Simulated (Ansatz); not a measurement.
# K3Ni, from a guessed structure to a relaxed one

Starting from a made-up structure for K3Ni, the aim is the relaxed cell, its shortest contacts and, where a second run follows, its electronic structure.

Calculated with Ansatz 0.2.0; DFT, PBE, plane-wave PAW, files of the set soft_1, scalar-relativistic, ferromagnetic start, cell and ions relaxed at zero pressure; PAW set soft_1.

## 1. The structure

It takes space group P-3m1 (No. 164, trigonal). Conventional cell: a = 7.033 Å, b = 7.033 Å, c = 11.503 Å, α = 90.00°, β = 90.00°, γ = 120.00°. Nearest to K lie 3 K at 4.69 Å. Nearest to K lie 6 K at 4.69 Å. Farther neighbours are not listed.

## 2. Relaxing cell and atoms

The guess takes its coordinates from another compound and its volume from a rule, so the cell and any free coordinates are relaxed together.

Input file input.yaml:

```yaml
crystal:
  lattice:
    - [7.033, 0.0, 0.0]
    - [-3.5165, 6.090756665, 0.0]
    - [0.0, 0.0, 11.503]
  atoms:
    - { symbol: Ni, position: [0.0, 0.0, 0.0], spin: 1.0 }
    - { symbol: K, position: [0.666666667, 0.333333333, 0.7042] }
    - { symbol: K, position: [0.333333333, 0.666666667, 0.2958] }
    - { symbol: K, position: [0.0, 0.0, 0.5] }
magnetization:
  spin_polarized: true
kpoints:
  mp_grid: { grid: [5, 5, 3] }
scf:
  occupations: { method: fermi_dirac, width: 0.05 }
hamiltonian:
  xc: pbe
  pseudopotentials: { kind: paw, azcp: { folder: soft_1 } }
relax:
  f_tol: 0.015
  max_steps: 70
  cell: {}
output:
  forces: true
  stress: true
```

Command:

```console
> ansatz run input.yaml --threads 4 --pin off --max-ram 8192MiB --backend cpu --events-out ev --progress --plain --runs-dir out
```

Numbers of over 12 decimals in the logs are rounded to 6 here.

Log:

```text
Engine: ansatz 0.2.0, x86_64-unknown-linux-gnu
Pseudopotentials: kind: paw
Pseudopotential: Ni, paw, valence charge 18, recommended cutoff 420 eV (normal), soft_1/Ni.paw.azcp
Pseudopotential: K, paw, valence charge 9, recommended cutoff 420 eV (normal), soft_1/K.paw.azcp
Functional definition: PBE
  parameter kappa = 0.804
  parameter beta = 0.066725
  exchange = pbe_x(kappa = kappa, mu = beta*pi^2/3)
  correlation = pbe_c(beta = beta)
Crystal: 4 atoms, lattice volume = 492.746 Å³
Basis set: ecut = 420 eV, 9633 PW (Γ), exchange–correlation on 96×96×160 points (8 copies of the dense FFT grid, shifted against one another)
Bands: 28, of which v1, the nominal top of the filled ones, is band 23 counted from 1 (22 counted from 0)
Symmetry: 12 space group operations
Space group: P-3m1 (ITA 164), of the structure as read, at distance tolerance 7.9e-5 Å
Magnetic group: BNS 164.85 (UNI 1315), of the structure as read, at distance tolerance 7.9e-5 Å
k-points: 12 of 75
Non-local potential: Ni, projectors of the file, l = 0: 3, l = 1: 2, l = 2: 3, l = 3: 1
Non-local potential: K, projectors of the file, l = 0: 3, l = 1: 2, l = 2: 2
PAW form: soft (Blöchl's): semilocal exchange-correlation on the pseudo side does not see the compensation charge
PAW one-centre angular grid: Ni, 590 points (default); XC on 64 Gauss nodes
PAW one-centre angular grid: K, 110 points (default); XC on 64 Gauss nodes
Starting moments: Σ|m| = 1 μB on 1 of 4 sites
Initial wavefunctions: pseudopotential atomic-orbital guess
Functional: x = pbe(κ = 0.804, μ = 0.219515), c = pbe(β = 0.066725)
SCF iter   1: F=—  HF=-10449.122770 eV  |F-HF|=—  |Δ(HF+E_count)|=         —  Δρ=2.54e-2 (↑5.20e-3 ↓2.54e-2)  dr2=9.80e0  dr2_m=5.98e-1  M=1.611 μB ∫|m|=1.656 μB  β_m=0.30  ethr=3.10e-3  ⟨swp⟩=9.3  Hψ=3326  notcnv=0
Mixer restart at iter 1: flushing history
preconditioner: auto → none  [metal: Δε(μ)=0.007 eV  Ē_g=1.402 eV  σ=0.050 eV  W_gap=0.03  n_scr=42 (ndim 8)  ℏωp=6.0 eV  f_vac=0.232  D(μ)=27.17/eV (n_scr^D=262)  sad-step TF]
SCF iter   2: F=—  HF=-10448.097117 eV  |F-HF|=—  |Δ(HF+E_count)|=    1.03e0  Δρ=1.63e-2 (↑1.63e-2 ↓4.83e-3)  dr2=1.96e0  dr2_m=2.90e-1  M=1.499 μB ∫|m|=1.562 μB  β_m=0.30  ethr=3.10e-3  ⟨swp⟩=2.6  Hψ=1519  notcnv=0
SCF iter   3: F=—  HF=-10447.803710 eV  |F-HF|=—  |Δ(HF+E_count)|=   2.93e-1  Δρ=6.76e-3 (↑6.76e-3 ↓3.79e-3)  dr2=3.65e-1  dr2_m=2.37e-2  M=1.297 μB ∫|m|=1.377 μB  β_m=0.34  ethr=3.10e-3  ⟨swp⟩=4.2  Hψ=1315  notcnv=0
SCF iter   4: F=—  HF=-10448.215190 eV  |F-HF|=—  |Δ(HF+E_count)|=         —  Δρ=4.40e-3 (↑3.22e-3 ↓4.40e-3)  dr2=2.43e-1  dr2_m=1.24e-2  M=1.224 μB ∫|m|=1.314 μB  β_m=0.34  ethr=8.10e-4  ⟨swp⟩=2.8  Hψ=1012  notcnv=0
Mixer restart at iter 4: flushing history
SCF iter   5: F=—  HF=-10448.854775 eV  |F-HF|=—  |Δ(HF+E_count)|=         —  Δρ=1.33e-2 (↑1.36e-3 ↓1.33e-2)  dr2=6.69e-1  dr2_m=1.80e-1  M=1.430 μB ∫|m|=1.522 μB  β_m=1.00  ethr=5.39e-4  ⟨swp⟩=3.6  Hψ=1225  notcnv=0
SCF iter   6: F=—  HF=-10450.532607 eV  |F-HF|=—  |Δ(HF+E_count)|=    1.68e0  Δρ=7.59e-2 (↑1.88e-2 ↓7.59e-2)  dr2=4.44e1  dr2_m=3.77e0  M=0.076 μB ∫|m|=0.199 μB  β_m=0.34  ethr=1.11e-4  ⟨swp⟩=9.5  Hψ=2982  notcnv=0  defer=12
SCF iter   7: F=—  HF=-10260.426962 eV  |F-HF|=—  |Δ(HF+E_count)|=    1.90e2  Δρ=2.20e-1 (↑2.20e-1 ↓1.76e-1)  dr2=1.09e3  dr2_m=2.28e0  M=0.024 μB ∫|m|=0.067 μB  β_m=0.13  ethr=1.11e-4  ⟨swp⟩=11.9  Hψ=4130  notcnv=0  defer=14  recentre
SCF iter   8: F=—  HF=-10449.111540 eV  |F-HF|=—  |Δ(HF+E_count)|=    1.89e2  Δρ=4.98e-2 (↑1.50e-2 ↓4.98e-2)  dr2=2.38e1  dr2_m=1.39e0  M=0.369 μB ∫|m|=0.463 μB  β_m=0.14  ethr=1.11e-4  ⟨swp⟩=10.4  Hψ=3648  notcnv=0  defer=9
SCF iter   9: F=—  HF=-10448.560279 eV  |F-HF|=—  |Δ(HF+E_count)|=   5.51e-1  Δρ=1.29e-2 (↑8.24e-3 ↓1.29e-2)  dr2=3.86e0  dr2_m=2.46e-2  M=0.849 μB ∫|m|=0.937 μB  β_m=0.23  ethr=1.11e-4  ⟨swp⟩=8.1  Hψ=2377  notcnv=0  defer=3
SCF iter  10: F=—  HF=-10448.653852 eV  |F-HF|=—  |Δ(HF+E_count)|=   9.36e-2  Δρ=5.87e-3 (↑5.87e-3 ↓1.51e-3)  dr2=4.89e-1  dr2_m=2.73e-2  M=1.088 μB ∫|m|=1.162 μB  β_m=0.25  ethr=1.11e-4  ⟨swp⟩=6.1  Hψ=1769  notcnv=0  defer=5
SCF iter  11: F=—  HF=-10448.667405 eV  |F-HF|=—  |Δ(HF+E_count)|=   1.36e-2  Δρ=5.33e-3 (↑5.33e-3 ↓1.81e-3)  dr2=4.14e-1  dr2_m=1.75e-2  M=1.097 μB ∫|m|=1.173 μB  β_m=0.42  ethr=1.11e-4  ⟨swp⟩=1.8  Hψ=816  notcnv=0
SCF iter  12: F=—  HF=-10448.691474 eV  |F-HF|=—  |Δ(HF+E_count)|=   2.41e-2  Δρ=4.19e-3 (↑4.19e-3 ↓1.46e-3)  dr2=2.45e-1  dr2_m=1.20e-2  M=1.121 μB ∫|m|=1.198 μB  β_m=0.71  ethr=1.11e-4  ⟨swp⟩=1.8  Hψ=700  notcnv=0
SCF iter  13: F=—  HF=-10448.714012 eV  |F-HF|=—  |Δ(HF+E_count)|=   2.25e-2  Δρ=2.95e-3 (↑2.95e-3 ↓1.32e-3)  dr2=1.25e-1  dr2_m=5.52e-3  M=1.142 μB ∫|m|=1.224 μB  β_m=0.85  ethr=1.11e-4  ⟨swp⟩=2.8  Hψ=868  notcnv=0
SCF iter  14: F=—  HF=-10448.719541 eV  |F-HF|=—  |Δ(HF+E_count)|=   5.53e-3  Δρ=2.76e-3 (↑2.76e-3 ↓1.01e-3)  dr2=1.03e-1  dr2_m=5.57e-3  M=1.149 μB ∫|m|=1.231 μB  β_m=0.16  ethr=1.11e-4  ⟨swp⟩=1.3  Hψ=841  notcnv=0
SCF iter  15: F=—  HF=-10448.727655 eV  |F-HF|=—  |Δ(HF+E_count)|=   8.11e-3  Δρ=1.83e-3 (↑1.83e-3 ↓1.65e-3)  dr2=6.09e-3  dr2_m=1.26e-2  M=1.192 μB ∫|m|=1.275 μB  β_m=0.59  ethr=1.11e-4  ⟨swp⟩=2.1  Hψ=776  notcnv=0
SCF iter  16: F=—  HF=-10448.732531 eV  |F-HF|=—  |Δ(HF+E_count)|=   4.88e-3  Δρ=9.65e-4 (↑4.31e-4 ↓9.65e-4)  dr2=1.14e-3  dr2_m=1.91e-3  M=1.208 μB ∫|m|=1.296 μB  β_m=0.72  ethr=1.35e-5  ⟨swp⟩=2.9  Hψ=1364  notcnv=0  defer=1
SCF iter  17: F=—  HF=-10448.733546 eV  |F-HF|=—  |Δ(HF+E_count)|=   1.02e-3  Δρ=3.18e-4 (↑3.18e-4 ↓1.13e-4)  dr2=4.99e-4  dr2_m=1.65e-4  M=1.215 μB ∫|m|=1.304 μB  β_m=0.57  ethr=2.54e-6  ⟨swp⟩=2.4  Hψ=1358  notcnv=0
SCF iter  18: F=—  HF=-10448.733261 eV  |F-HF|=—  |Δ(HF+E_count)|=   2.86e-4  Δρ=2.90e-4 (↑2.91e-5 ↓2.90e-4)  dr2=3.77e-4  dr2_m=8.54e-5  M=1.217 μB ∫|m|=1.308 μB  β_m=0.62  ethr=1.11e-6  ⟨swp⟩=2.2  Hψ=1255  notcnv=0
SCF iter  19: F=—  HF=-10448.733351 eV  |F-HF|=—  |Δ(HF+E_count)|=   9.04e-5  Δρ=1.89e-4 (↑2.02e-5 ↓1.89e-4)  dr2=2.09e-4  dr2_m=4.61e-5  M=1.218 μB ∫|m|=1.308 μB  β_m=0.81  ethr=8.37e-7  ⟨swp⟩=2.0  Hψ=754  notcnv=0
SCF iter  20: F=—  HF=-10448.733451 eV  |F-HF|=—  |Δ(HF+E_count)|=   9.98e-5  Δρ=2.36e-5 (↑5.87e-6 ↓2.36e-5)  dr2=1.38e-6  dr2_m=8.69e-7  M=1.217 μB ∫|m|=1.307 μB  β_m=0.75  ethr=4.64e-7  ⟨swp⟩=2.1  Hψ=847  notcnv=0
SCF iter  21: F=—  HF=-10448.733451 eV  |F-HF|=—  |Δ(HF+E_count)|=   6.43e-8  Δρ=1.46e-5 (↑2.81e-6 ↓1.46e-5)  dr2=1.85e-6  dr2_m=1.74e-7  M=1.216 μB ∫|m|=1.306 μB  β_m=0.78  ethr=3.07e-9  ⟨swp⟩=3.2  Hψ=1400  notcnv=0
[...]
iter 1 solved again at ethr=9.27e-7 eV; its pass at ethr=3.10e-3 eV (dr2=4.17e-4 eV) is discarded
SCF iter   1: F=—  HF=-10450.952539 eV  |F-HF|=—  |Δ(HF+E_count)|=         —  Δρ=4.35e-4 (↑7.84e-5 ↓4.35e-4)  dr2=3.51e-4  dr2_m=7.83e-5  M=0.331 μB ∫|m|=0.428 μB  β_m=0.65  ethr=9.27e-7  ⟨swp⟩=2.9  Hψ=4776  notcnv=0
preconditioner: auto → none  [metal: Δε(μ)=0.039 eV  Ē_g=2.370 eV  σ=0.050 eV  W_gap=0.19  n_scr=8 (ndim 8)  ℏωp=9.6 eV  f_vac=0.000  D(μ)=6.77/eV (n_scr^D=58)]
SCF iter   2: F=—  HF=-10450.952384 eV  |F-HF|=—  |Δ(HF+E_count)|=   1.55e-4  Δρ=6.98e-4 (↑6.98e-4 ↓7.33e-5)  dr2=6.83e-4  dr2_m=2.08e-4  M=0.339 μB ∫|m|=0.435 μB  β_m=0.39  ethr=7.81e-7  ⟨swp⟩=2.2  Hψ=1229  notcnv=0
SCF iter   3: F=—  HF=-10450.952551 eV  |F-HF|=—  |Δ(HF+E_count)|=   1.68e-4  Δρ=2.37e-4 (↑9.68e-5 ↓2.37e-4)  dr2=1.23e-4  dr2_m=9.82e-6  M=0.332 μB ∫|m|=0.430 μB  β_m=0.38  ethr=7.81e-7  ⟨swp⟩=2.0  Hψ=1221  notcnv=0
SCF iter   4: F=—  HF=-10450.952509 eV  |F-HF|=—  |Δ(HF+E_count)|=   4.28e-5  Δρ=4.12e-5 (↑3.67e-5 ↓4.12e-5)  dr2=1.11e-6  dr2_m=2.34e-6  M=0.333 μB ∫|m|=0.431 μB  β_m=0.43  ethr=2.74e-7  ⟨swp⟩=2.0  Hψ=798  notcnv=0
SCF iter   5: F=—  HF=-10450.952524 eV  |F-HF|=—  |Δ(HF+E_count)|=   1.52e-5  Δρ=2.59e-5 (↑5.41e-6 ↓2.59e-5)  dr2=2.36e-6  dr2_m=2.76e-7  M=0.332 μB ∫|m|=0.430 μB  β_m=0.57  ethr=2.46e-9  ⟨swp⟩=2.9  Hψ=1274  notcnv=0
SCF iter   6: F=—  HF=-10450.952536 eV  |F-HF|=—  |Δ(HF+E_count)|=   1.24e-5  Δρ=4.33e-5 (↑2.56e-5 ↓4.33e-5)  dr2=1.48e-6  dr2_m=2.08e-6  M=0.331 μB ∫|m|=0.429 μB  β_m=0.13  ethr=2.46e-9  ⟨swp⟩=2.0  Hψ=837  notcnv=0
SCF iter   7: F=—  HF=-10450.952539 eV  |F-HF|=—  |Δ(HF+E_count)|=   2.64e-6  Δρ=1.76e-5 (↑1.76e-5 ↓1.33e-5)  dr2=3.23e-7  dr2_m=3.28e-7  M=0.331 μB ∫|m|=0.429 μB  β_m=0.21  ethr=2.46e-9  ⟨swp⟩=2.0  Hψ=828  notcnv=0
SCF iter   8: F=—  HF=-10450.952552 eV  |F-HF|=—  |Δ(HF+E_count)|=   1.31e-5  Δρ=7.51e-6 (↑7.51e-6 ↓5.80e-6)  dr2=1.36e-7  dr2_m=1.79e-8  M=0.329 μB ∫|m|=0.426 μB  β_m=0.55  ethr=7.17e-10  ⟨swp⟩=3.3  Hψ=1337  notcnv=0
SCF iter   9: F=—  HF=-10450.952560 eV  |F-HF|=—  |Δ(HF+E_count)|=   7.84e-6  Δρ=1.51e-5 (↑3.18e-6 ↓1.51e-5)  dr2=3.57e-7  dr2_m=1.45e-7  M=0.328 μB ∫|m|=0.424 μB  β_m=0.65  ethr=3.02e-10  ⟨swp⟩=3.0  Hψ=1312  notcnv=0  recentre
SCF iter  10: F=—  HF=-10450.952563 eV  |F-HF|=—  |Δ(HF+E_count)|=   2.96e-6  Δρ=9.20e-6 (↑1.86e-6 ↓9.20e-6)  dr2=1.22e-7  dr2_m=5.29e-8  M=0.327 μB ∫|m|=0.423 μB  β_m=0.88  ethr=3.02e-10  ⟨swp⟩=3.4  Hψ=1336  notcnv=0
SCF iter  11: F=—  HF=-10450.952564 eV  |F-HF|=—  |Δ(HF+E_count)|=   1.63e-6  Δρ=4.15e-6 (↑7.58e-7 ↓4.15e-6)  dr2=3.07e-8  dr2_m=5.74e-9  M=0.325 μB ∫|m|=0.420 μB  β_m=0.90  ethr=2.71e-10  ⟨swp⟩=3.0  Hψ=1393  notcnv=0
SCF iter  12: F=—  HF=-10450.952564 eV  |F-HF|=—  |Δ(HF+E_count)|=   3.12e-8  Δρ=1.95e-6 (↑1.23e-6 ↓1.95e-6)  dr2=1.13e-8  dr2_m=6.12e-10  M=0.325 μB ∫|m|=0.421 μB  β_m=0.78  ethr=6.83e-11  ⟨swp⟩=2.9  Hψ=1309  notcnv=0
SCF iter  13: F=—  HF=-10450.952564 eV  |F-HF|=—  |Δ(HF+E_count)|=   9.01e-9  Δρ=7.30e-7 (↑7.13e-7 ↓7.30e-7)  dr2=2.00e-9  dr2_m=1.72e-10  M=0.325 μB ∫|m|=0.421 μB  β_m=0.89  ethr=2.52e-11  ⟨swp⟩=2.0  Hψ=990  notcnv=0
SCF iter  14: F=—  HF=-10450.952564 eV  |F-HF|=—  |Δ(HF+E_count)|=   2.86e-9  Δρ=1.95e-7 (↑1.72e-7 ↓1.95e-7)  dr2=6.93e-11  dr2_m=4.33e-11  M=0.325 μB ∫|m|=0.421 μB  β_m=0.92  ethr=4.45e-12  ⟨swp⟩=2.2  Hψ=1217  notcnv=0
SCF iter  15: F=—  HF=-10450.952564 eV  |F-HF|=—  |Δ(HF+E_count)|=  4.73e-11  Δρ=3.43e-7 (↑8.26e-8 ↓3.43e-7)  dr2=2.09e-10  dr2_m=6.17e-11  M=0.325 μB ∫|m|=0.421 μB  β_m=0.92  ethr=1.00e-12  ⟨swp⟩=2.5  Hψ=1115  notcnv=0
SCF iter  16: F=—  HF=-10450.952564 eV  |F-HF|=—  |Δ(HF+E_count)|=  7.49e-10  Δρ=2.39e-7 (↑1.35e-7 ↓2.39e-7)  dr2=3.37e-11  dr2_m=6.18e-11  M=0.325 μB ∫|m|=0.421 μB  β_m=0.96  ethr=1.00e-12  ⟨swp⟩=3.1  Hψ=1378  notcnv=0
SCF iter  17: F=—  HF=-10450.952564 eV  |F-HF|=—  |Δ(HF+E_count)|=  1.75e-10  Δρ=1.08e-7 (↑3.94e-8 ↓1.08e-7)  dr2=1.05e-11  dr2_m=9.18e-12  M=0.325 μB ∫|m|=0.421 μB  β_m=0.98  ethr=1.00e-12  ⟨swp⟩=2.0  Hψ=799  notcnv=0
SCF iter  18: F=—  HF=-10450.952564 eV  |F-HF|=—  |Δ(HF+E_count)|=  6.73e-11  Δρ=3.48e-8 (↑3.48e-8 ↓3.42e-8)  dr2=5.01e-12  dr2_m=6.89e-13  M=0.325 μB ∫|m|=0.421 μB  β_m=0.89  ethr=1.00e-12  ⟨swp⟩=2.0  Hψ=821  notcnv=0
SCF iter  19: F=-10450.952564 eV  HF=-10450.952564 eV  |F-HF|=1.64e-11  |Δ(HF+E_count)|=  2.55e-11  Δρ=8.43e-8 (↑1.68e-8 ↓8.43e-8)  dr2=1.61e-11  dr2_m=2.76e-12  M=0.325 μB ∫|m|=0.421 μB  ethr=1.00e-12  ⟨swp⟩=2.8  Hψ=2051  notcnv=0
SCF 18 converged in 19 iterations: F = -10450.952564 eV  dr2 = 1.61e-11
relax step  18: F+E_penalty+E_count = -10450.95256434 eV  Δ(F+E_penalty+E_count) = +2.790e-3 eV  max|allowed force component| = 3.891e-3 eV/Å  Δτ_max = 0.0000 Å  P = -0.002 GPa  Ω = 194.878 Å³  stress off target by 4.37e-3 GPa  SCF on the basis re-selected at this cell (its energy is not comparable with the rows above)  (19 SCF iters)
basis re-selected at this cell: Δ(F+E_penalty+E_count) = +2.790e-3 eV, ΔP = -0.004 GPa vs the last step (what re-selecting the basis moved, of the pressure what is left beyond the Pulay correction that the steps carried, after the strain that the cell walked since its last selection, with what the two solves' SCF thresholds leave and, on support functions, any second-order correction that the steps lacked; it is no measure of the basis error at this ecutwfc). The dense FFT grid was sized anew with the basis: this SCF ran on 40×40×45 points, the steps before it on 48×48×80, so part of this shift can come from that change (see relax.cell in the input reference). [rest of the remark cut]
SCF converged after 19 iterations
Magnetization: 0.3249 μB (22.6624 up, 22.3376 down)
Absolute magnetization: 0.4211 μB (∫|ρ↑−ρ↓|, with the PAW one-centre terms)
Spin contamination: 0.0252 ħ² per cell (⟨S²⟩ above its minimum at these occupations)
Per-site moments (μB) at R_I (Å): [(0.349623, 1.385660), (-0.00496832, 1.427809), (-0.00496832, 1.427809), (-0.000348519, 1.385660)]
Free energy (F): -10450.952564 eV
Harris-Foulkes:  -10450.952564 eV  (|F-HF|=1.64e-11)
Internal energy: -10450.892069 eV  (E = F + TS)
E sigma→0 (E₀):  -10450.922317 eV
Entropy (-TS):   -0.060495 eV (-15.124 meV/atom)
Fermi energy:    3.015840 eV
--- Per-component energies (eV) ---
  E_band       = -908.798618
  E_kinetic    = 1102.943496
  E_local      = -7749.898618  (includes V_loc(G=0)·N_el)
  E_nonlocal   = -70.938975
  E_hartree    = 3575.765931
  E_xc         = -513.155813
  E_vxc        = -633.674500  (∫ρ·V_xc dr)
  E_paw        = -4014.624875  (= ΣΔE_a)
  E_vpaw       = -708.762337  (= ΣTr[D̂ρ^β])
  E_aug_tail   = 0.000887  (compensation charges beyond the density's cutoff)
  E_ewald      = -2780.984101
  E_smearing   = -0.060495  (= −TS)
  E_closure    = 0.000000  (closes the sum)
  Σ components = -10450.952564   (vs F -10450.952564, Δ=0.00e0)
--- Forces (eV/Å), atoms counted from 1 ---
  atom   1  Ni    -0.00000000     0.00000000     0.00000000
  atom   2  K      0.00000000    -0.00000000     0.00389099
  atom   3  K     -0.00000000     0.00000000    -0.00389099
  atom   4  K     -0.00000000    -0.00000000     0.00000000
  max |Σ_I F_I| component: 1.97e-31 eV/Å
--- Stress (GPa, compression-positive) ---
       -0.004369       0.000000       0.000000
        0.000000      -0.004369       0.000000
       -0.000000       0.000000       0.002212
  P = ⅓ Tr σ = -0.0022 GPa (-0.022 kbar)
--- Relaxed structure (17 steps of the walk, 16 accepted, 1 SCFs on fresh bases) ---
  F+E_penalty+E_count = -10450.95256434 eV   max|allowed force component| = 3.891e-3 eV/Å   (the final SCF, on the basis selected at the relaxed cell)
  cell:  # Å, volume = 194.8777 Å³
    - [5.787411, 0.0, 0.0]
    - [-2.893705, 5.012045, 0]
    - [0.0, 0, 6.718353]
  atoms:
    - { symbol: Ni, position: [0, 0, -6.032247156313335e-19] }
    - { symbol: K, position: [0.666667, 0.333333, 0.865521] }
    - { symbol: K, position: [0.333333, 0.666667, 0.134479] }
    - { symbol: K, position: [0, 0, 0.5] }
```

The job ended after 77 s (4 threads of Intel Xeon 6975P-C (Granite Rapids), shared host; peak memory 1 GiB).

The steps of the relaxation:

| step | energy less that of the first step (eV) | largest force component (eV/Å) | pressure (GPa) | volume (Å³) |
| --- | --- | --- | --- | --- |
| 1 | 0.0000 | 0.1276 | -0.57 | 492.75 |
| 2 | -0.0610 | 0.1422 | -0.59 | 480.23 |
| 3 | -0.3273 | 0.2035 | -0.69 | 432.00 |
| 4 | -0.6310 | 0.2668 | -0.80 | 386.58 |
| 5 | -0.9628 | 0.3242 | -0.90 | 345.14 |
| 6 | -1.2833 | 0.3587 | -0.98 | 310.63 |
| 7 | -1.4474 | 0.3414 | -1.02 | 298.93 |
| 8 | -1.6710 | 0.3054 | -1.02 | 279.63 |
| 9 | -1.9002 | 0.2461 | -0.92 | 255.33 |
| 10 | -2.0986 | 0.1453 | -0.60 | 226.43 |
| 11 | -2.1755 | 0.0135 | 0.10 | 196.49 |
| 12 | -2.1793 | 0.0154 | 0.00 | 198.60 |
| 13 | -2.1877 | 0.0492 | -0.08 | 199.33 |
| 14 | -2.2104 | 0.0733 | -0.08 | 196.42 |
| 15 | -2.2091 | 0.0527 | 0.05 | 193.20 |
| 16 | -2.2188 | 0.0318 | -0.06 | 196.54 |
| 17 | -2.2219 | 0.0039 | 0.00 | 194.88 |
| 18* | -2.2191 | 0.0039 | 0.00 | 194.88 |

Relaxation steps marked * repeat the geometry before them on a plane-wave basis chosen anew for their cell, so energy and pressure can jump there. Relaxation step 15 was tried and not accepted.

The run keeps the 12 symmetry operations that it works with, so distortions that break them were not tested.

| cell as run | before | after | change |
| --- | --- | --- | --- |
| a (Å) | 7.033 | 5.787 | -17.7 % |
| b (Å) | 7.033 | 5.787 | -17.7 % |
| c (Å) | 11.503 | 6.718 | -41.6 % |
| volume (Å³/atom) | 123.19 | 48.72 | -60.5 % |

The atoms that moved most (Å, as changes of fractional coordinates times the final cell):

| atom | dx | dy | dz | length |
| --- | --- | --- | --- | --- |
| K3 | 0.000 | 0.000 | -1.084 | 1.084 |
| K2 | 0.000 | 0.000 | 1.084 | 1.084 |

The relaxed structure:

```cif
data_structure
_symmetry_space_group_name_H-M 'P 1'
_symmetry_Int_Tables_number 1
_cell_length_a 5.7874
_cell_length_b 5.7874
_cell_length_c 6.7184
_cell_angle_alpha 90.000
_cell_angle_beta 90.000
_cell_angle_gamma 120.000
_cell_volume 194.88
loop_
_atom_site_label
_atom_site_type_symbol
_atom_site_fract_x
_atom_site_fract_y
_atom_site_fract_z
_atom_site_occupancy
Ni1 Ni 0.00000 0.00000 0.00000 1
K2 K 0.66667 0.33333 0.86552 1
K3 K 0.33333 0.66667 0.13448 1
K4 K 0.00000 0.00000 0.50000 1
```

Numbers from this step:

- free energy: -10450.9526 eV
- energy at zero smearing: -10450.9223 eV
- smearing term TS: 0.06050 eV
- Fermi energy: 3.016 eV
- magnetization: 0.3249 μB
- absolute magnetization: 0.4211 μB
- site moments: 0.3496, -0.004968, -0.004968, -3.49e-4 μB
- electrons: 45
- symmetry operations: 12
- pressure: -0.002175 GPa

Site moment by atom:

| atom | site moment (μB) |
| --- | --- |
| Ni1 | 0.350 |
| K2 | -0.005 |
| K3 | -0.005 |
| K4 | 0.000 |

The shortest distance of each pair, which need not be the same contact before and after:

| pair | guess (Å) | relaxed (Å) |
| --- | --- | --- |
| K–Ni | 5.298 | 3.359 |
| K–K | 4.691 | 3.799 |

The relaxation ends with a largest force component of 0.0039 eV/Å and a pressure of 0.00 GPa.

## 3. Summary of results

```json
{"space group, relaxed": "P-3m1", "conventional cell": "a = 5.787, b = 5.787, c = 6.718 Å; α = 90.0°, β = 90.0°, γ = 120.0°", "volume per atom": "48.72 Å³ (guess 123.19)", "total moment": "0.32 μB in the cell of 4 atoms"}
```

What this shows: K3Ni relaxes to P-3m1 with a = 5.787, b = 5.787 and c = 6.718 Å. The guessed volume was 153 % too large. The space group P-3m1 was held in the relaxation, so the end point is a stationary structure within it and may be a saddle against distortions or other arrangements. The input starts from parallel moments, and no other start was typed. Mesh and cutoff weren't tested. A vector of the cell changed its length by 42 %, so the starting arrangement is largely lost and the mesh was laid for another shape. No dispersion term is used, so weakly bound directions may come out too long. Nothing here tests whether the compound is stable against decomposition.

[Logs are printed without paths, hosts, clocks, repeated set-up lines and the standing remarks that a program may print on its own settings, such as how far it seeks lower states.]

[Hosts, paths, dates, database ids (printed as entryN), source tags and the programs' standing remarks are cut or masked in the printed files.]
